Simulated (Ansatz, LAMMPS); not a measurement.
# Which site? a vacancy of O in glassy 68P2O5-32SrO (mol %) (103 atoms), part 2 of 4

At which site of glassy 68P2O5-32SrO (mol %) (103 atoms) does a vacancy of O cost least, and what about the site decides it?

Ansatz 0.2.0; Kohn-Sham DFT, RPBE, PAW (set soft_2), plane waves.

The cell: 26 P, 6 Sr and 71 O. The quench rate of 50 K/ps is orders of magnitude faster than experiment. The starting topology of bonds comes from the classical model. The Brillouin zone is sampled at Γ only, in a cell whose shortest periodic width is 11 Å.

So far. Step 2 (Single point at the start): The r.m.s. force at the start is 1.7 eV/Å. Step 3 (Relaxation): The relaxation converged after 33 steps, 18.3 eV below its start, with a largest force component of 0.043 eV/Å.

### 4. Single point at the relaxed geometry

One more single point at the end of the walk gives the fuller output and checks the residual forces.

Input file input.yaml:

```yaml
crystal:
  lattice:
    - [11.2993, 0.0, 0.0]
    - [0.0, 11.2993, 0.0]
    - [0.0, 0.0, 11.2993]
  atoms:
    - { symbol: P, position: [0.03052, 0.53491, 0.92374] }
    - { symbol: P, position: [0.84832, 0.54062, 0.73674] }
    - { symbol: P, position: [0.45164, 0.31359, 0.29326] }
    - { symbol: P, position: [0.21403, 0.40303, 0.76431] }
    - { symbol: P, position: [0.10187, 0.37144, 0.50401] }
    - { symbol: P, position: [0.4098, 0.17417, 0.52849] }
    [... 91 atom lines left out ...]
    - { symbol: O, position: [0.74702, 0.6166, 0.76853] }
    - { symbol: O, position: [0.80364, 0.10818, 0.97902] }
    - { symbol: O, position: [0.07856, 0.92812, 0.1714] }
    - { symbol: O, position: [0.76534, 0.47111, 0.43007] }
    - { symbol: O, position: [0.85506, 0.87053, 0.53043] }
    - { symbol: O, position: [0.14748, 0.49461, 0.84445] }
kpoints:
  mp_grid: { grid: [1, 1, 1] }
hamiltonian:
  xc: rpbe
scf:
  occupations: { method: fixed }
output:
  forces: true
  stress: true
  populations: true
  dos:
    method: { smearing: { sigma: 0.15 } }
    de: 0.1
    projected: { site_lists: { O: [O], P: [P], Sr: [Sr] } }
  eigenvalues: true
  write_density: true
  write_potential: true
  volumetric_format: npy
  elf: true
```

Run with:

```sh
$ ansatz run input.yaml --threads 4 --pin off --max-ram 8192MiB --backend cpu --events-out ev --progress --plain --runs-dir out
```

Output:

```text
[...]
Crystal: 103 atoms, lattice volume = 1442.629 Å³
Basis set: ecut = 420 eV, 28257 PW (Γ), exchange–correlation on 160×160×160 points (8 copies of the dense FFT grid, shifted against one another)
Bands: 411, of which v1, the nominal top of the filled ones, is band 308 counted from 1 (307 counted from 0)
Symmetry: 1 space group operations
[...]
k-points: 1
[...]
SCF iter   1: F=—  HF=-81496.820783 eV  |F-HF|=—  |Δ(HF+E_count)|=         —  Δρ=6.05e-3  dr2=8.21e-1  ethr=1.77e-3  ⟨swp⟩=8.0  Hψ=1646  notcnv=0  defer=100
[...]
SCF iter  10: F=-81496.616503 eV  HF=-81496.616503 eV  |F-HF|=1.72e-8  |Δ(HF+E_count)|=   1.23e-7  Δρ=2.58e-6  dr2=8.49e-8  ethr=1.62e-11  ⟨swp⟩=28.0  Hψ=5280  notcnv=0
SCF 1 converged in 10 iterations: F = -81496.616503 eV  dr2 = 8.49e-8
[...]
SCF converged after 10 iterations
Free energy (F): -81496.616503 eV
[...]
Internal energy: -81496.616503 eV  (E = F + TS)
E sigma→0 (E₀):  -81496.616503 eV
Fermi energy:    5.490361 eV
[...]
--- Forces (eV/Å), atoms counted from 1 ---
  atom   1  P      0.00106387    -0.01894312     0.00602982
  atom   2  P      0.00456991    -0.00336112     0.00335360
  atom   3  P     -0.00958424     0.00233893     0.00957042
  atom   4  P     -0.02851041    -0.00645693    -0.01610203
  atom   5  P     -0.01495847    -0.00761459    -0.01141291
  atom   6  P     -0.00260316    -0.02201319    -0.00069891
  atom   7  P     -0.01154036     0.01657156    -0.00150008
  atom   8  P      0.01301604    -0.01741249     0.01018494
  atom   9  P     -0.00532571     0.00228623     0.00269283
  atom  10  P      0.03343765    -0.00421822    -0.00031192
  atom  11  P     -0.02142062    -0.00508396     0.00521135
  atom  12  P      0.00138497     0.00681926     0.00553801
  atom  13  P     -0.02444932     0.01447438     0.00320883
  atom  14  P     -0.01334700     0.00723568     0.00340109
[...]
atom 102  O     -0.00770034     0.00586366    -0.00165281
  atom 103  O     -0.01349608    -0.00216267     0.01388195
  max |Σ_I F_I| component: 5.66e-5 eV/Å
--- Stress (GPa, compression-positive) ---
        2.665492      -0.694701      -0.412223
       -0.694701       1.434933       0.404567
       -0.412225       0.404567       3.420670
  P = ⅓ Tr σ = 2.5070 GPa (25.070 kbar)
--- Band table (eV) ---
[...]
--- Löwdin populations: 103 sites ---
  site symbol       q [e]
     0      P      2.7738
     1      P      2.9187
     2      P      2.7748
[...]
102      O      6.7176
  spilling = 0.017529 (of n_electrons = 616.000000)
```

Run time: 53 s. Hardware: 4 threads of Arm Neoverse N1, shared host; peak memory 1.9 GiB; 3.4 min of CPU time.

Numbers from this run:

- free energy: -81496.6165 eV
- free energy per atom: -791.2293 eV/atom
- SCF cycles: 10
- pressure: 2.507 GPa
- r.m.s. force component: 0.00996 eV/Å
- longest force: 0.04663 eV/Å
- Fermi energy: 5.49 eV
- gap (highest filled to lowest empty level): 2.037 eV
- spilling of the projection: 0.01753

Density of states as counts of states in windows of 1 eV (from the Fermi level), total and the larger projections:

```
from (eV)  to (eV)  total   O p   P p  O s  Sr p
      -18      -17    8.1   0.2   0.6  2.9   4.3
      -17      -16   26.4   0.8   0.2  0.7  24.6
      -16      -15    9.1   1.8   0.5  1.0   5.3
      -15      -14    8.8   5.0   1.2  1.0   0.1
      -14      -13    8.6   5.1   1.3  0.9   0.0
      -13      -12   11.6   7.2   2.2  0.9   0.0
      -12      -11   16.3  10.9   3.6  0.8   0.0
      -11      -10   12.3   8.4   2.9  0.4   0.0
      -10       -9    5.5   3.8   1.3  0.2   0.0
       -9       -8   16.8  11.8   1.8  2.2   0.0
       -8       -7   50.5  37.4   4.6  5.8   0.1
       -7       -6   57.0  47.2   3.9  3.8   0.1
       -6       -5   56.1  49.6   2.4  2.3   0.1
       -5       -4   55.9  50.1   2.8  1.4   0.1
       -4       -3   69.6  64.5   2.6  0.7   0.1
       -3       -2   40.9  39.0   0.6  0.2   0.1
       -2       -1    7.2   6.8   0.1  0.0   0.0
       -1        0    4.8   4.6   0.0  0.0   0.0
        0        1    1.0   1.0   0.0  0.0   0.0
        1        2    0.7   0.1   0.0  0.2   0.0
        2        3    4.7   0.8   0.6  1.0   0.0
        3        4   13.9   2.4   2.8  2.2   0.0
        4        5   34.8   5.2  10.0  3.3   0.0
```

With fixed occupations the program's Fermi level is the highest filled level; weight inside the gap is the broadening of levels at its edges.

Between -26 and -18 eV lie 137 more states.

The levels nearest the highest filled one (over half full), pooled over k-points and spins:

```
level less the highest filled one (eV)  occupation
                                 -1.89           2
                                 -1.75           2
                                 -1.53           2
                                -0.862           2
                                -0.295           2
                                     0           2
                                  2.04           0
                                  2.86           0
                                  2.92           0
                                  3.16           0
                                  3.35           0
                                  3.45           0
```

Valence density in the ab plane at fractional z = 0.040, with atoms of P and Sr and O within 0.2 Å of it. It is the smooth field of the valence electrons, not physical close to the nuclei.

Ten steps, logarithmic in the rise over the least value, from '_' (0.0 e/Å³) to '@' (6.4 e/Å³), each cell a mean:
```
....________________..::::::--======--::..______..--==++==--....
..________________....::------==++++==--..____..--**######++--..
____________________..::::::--++##%%%%**--..__..==########**==..
____________________........--++%%@@@@##--..__..==**######**--..
__________________..........::==**####++::..____::==++**++--..__
__________________..........::::------::..____....::--::::..____
........____________....::::::::::......____..::==****==::..____
::::::....________..::------------::::........==##@@@@##==..__..
::::::....________..--==++++++======----::::::==##@@@@##==::....
..::::..__________..::==++++++========--::::::==++****++::..__..
------::..__________..::--====----====--::::::--------::..__..::
**##**==::____________..::--++****++--::......::::::..______::==
@@@@@@**--..____________::==##@@%%##==::____..::::::..____..--++
%%@@%%**::..____________::==%%@@@@##==..____..::::::..______::++
++++++--....____________..--++####++--..............________..--
::::::..........__________..::----::::--====--::..__________..::
::....__............____________..::==**####**==..________..::::
::..______..::------::..__________::**########++::______....::::
....____..::==**##**==::__________::++########==::..........::::
________..--**@@@@%%++::..____....::--++++++==--------::........
________..--++%%@@##++::____..::==++++--::::::::==++++==::..____
__________..--==++==::..____::++##%%%%++--....::==****==::..____
______________......______..::++##@@%%++--..__..--====--::..____
..____________________....::--==****++--::______..::::::........
```
Columns run along a (11.3 Å), rows up along b (11.3 Å). Atoms in or near the plane, at fractional coordinates: P at (0.49, 0.57), Sr at (0.65, 0.26), Sr at (0.85, 0.88), O at (0.25, 0.17), O at (0.49, 0.44), O at (0.81, 0.66), O at (0.55, 0.85), O at (0.04, 0.46).

Electrostatic potential energy in the ab plane at fractional z = 0.040, with atoms of P and Sr and O within 0.2 Å of it. With pseudopotentials it is smooth inside the atoms' cores, unlike the true potential.

Ten even steps from '_' (-49 eV) to '@' (11 eV), each cell a mean:
```
@@@@@@@@@@@@@@@@@@@@@@@@@@@@##****##%%@@@@@@@@@@%%%%##**##%%@@@@
@@@@@@@@@@@@@@@@@@@@@@@@@@@@%%##**##%%@@@@@@@@%%##==..__..++%%@@
@@@@@@@@@@@@@@@@@@@@@@@@@@@@%%%%++::--##@@@@@@%%**..______--##%%
@@@@@@@@@@@@@@@@@@@@@@@@@@@@@@%%--__..**@@@@@@%%##--______++##%%
@@@@@@@@@@@@@@@@@@@@@@@@@@@@%%%%##==++%%@@@@@@@@%%##**++**##%%@@
@@@@@@@@@@@@@@@@@@@@@@@@@@@@%%%%%%@@@@@@@@@@@@@@@@@@%%%%%%@@@@@@
@@@@@@@@@@@@@@@@@@@@@@@@@@@@@@@@@@@@@@@@@@@@@@@@@@%%##@@@@@@@@@@
@@@@@@@@@@@@@@@@@@@@@@@@@@@@@@%%%%%%@@@@@@@@@@@@**::::++@@@@@@@@
@@@@@@@@@@@@@@@@@@@@@@@@%%%%##++++**%%@@@@@@@@@@++::::++@@@@@@@@
@@@@@@@@@@@@@@@@@@@@@@@@%%##::____::##%%@@@@%%%%%%####@@@@@@@@@@
@@%%@@@@@@@@@@@@@@@@@@@@@@##..____..**%%@@@@%%%%%%@@@@@@@@@@@@@@
**++**%%@@@@@@@@@@@@@@@@@@%%++::::++%%@@@@@@@@@@@@@@@@@@@@@@@@@@
::__::##@@@@@@@@@@@@@@@@@@@@++::::**@@@@@@@@@@@@@@@@@@@@@@@@@@##
--..--##@@@@@@@@@@@@@@@@@@@@++..::++@@@@@@@@@@@@@@@@@@@@@@@@@@%%
%%##%%@@@@@@@@@@@@@@@@@@@@@@%%****%%@@@@@@@@@@@@@@@@@@@@@@@@@@@@
@@%%@@@@@@@@@@@@@@@@@@@@@@@@@@@@@@@@%%########%%@@@@@@@@@@@@@@@@
@@@@@@@@@@@@@@@@@@@@@@@@@@@@@@@@@@%%##--____--##%%@@@@@@@@@@@@@@
@@@@@@@@@@@@@@%%%%%%@@@@@@@@@@@@@@%%++________**%%@@@@@@@@@@@@@@
@@@@@@@@@@@@%%**++##%%@@@@@@@@@@@@%%**..____..**%%@@@@@@@@@@@@@@
@@@@@@@@@@@@**::__::##@@@@@@@@@@@@@@%%**++++##%%@@@@@@@@@@@@@@@@
@@@@@@@@@@@@##==::==%%@@@@@@@@@@@@%%%%%%%%%%@@@@@@%%@@@@@@@@@@@@
@@@@@@@@@@@@@@@@%%@@@@@@@@@@@@@@++--==%%@@@@@@@@@@%%%%@@@@@@@@@@
@@@@@@@@@@@@@@@@@@@@@@@@@@@@@@%%++::==%%@@@@@@@@@@@@@@@@@@@@@@@@
@@@@@@@@@@@@@@@@@@@@@@@@@@@@%%%%####%%@@@@@@@@@@@@@@@@@@@@@@@@@@
```
Columns run along a (11.3 Å; values clipped at the 3rd and 97th percentile), rows up along b (11.3 Å). Atoms in or near the plane, at fractional coordinates: P at (0.49, 0.57), Sr at (0.65, 0.26), Sr at (0.85, 0.88), O at (0.25, 0.17), O at (0.49, 0.44), O at (0.81, 0.66), O at (0.55, 0.85), O at (0.04, 0.46).

Between filled and empty levels lie 2.04 eV (at Γ alone); a semilocal functional tends to put such gaps too low. In a disordered cell it changes from sample to sample, and tail or defect levels can set it.

(Continued in part 3 of 4.)

[Long decimals in the printed logs are rounded to 6 places.]

[Logs are printed without paths, hosts, clocks, repeated set-up lines and the standing remarks that a program may print on its own settings, such as how far it seeks lower states.]

[Hosts, paths, dates, database ids (printed as entryN), source tags and the programs' standing remarks are cut or masked in the printed files.]
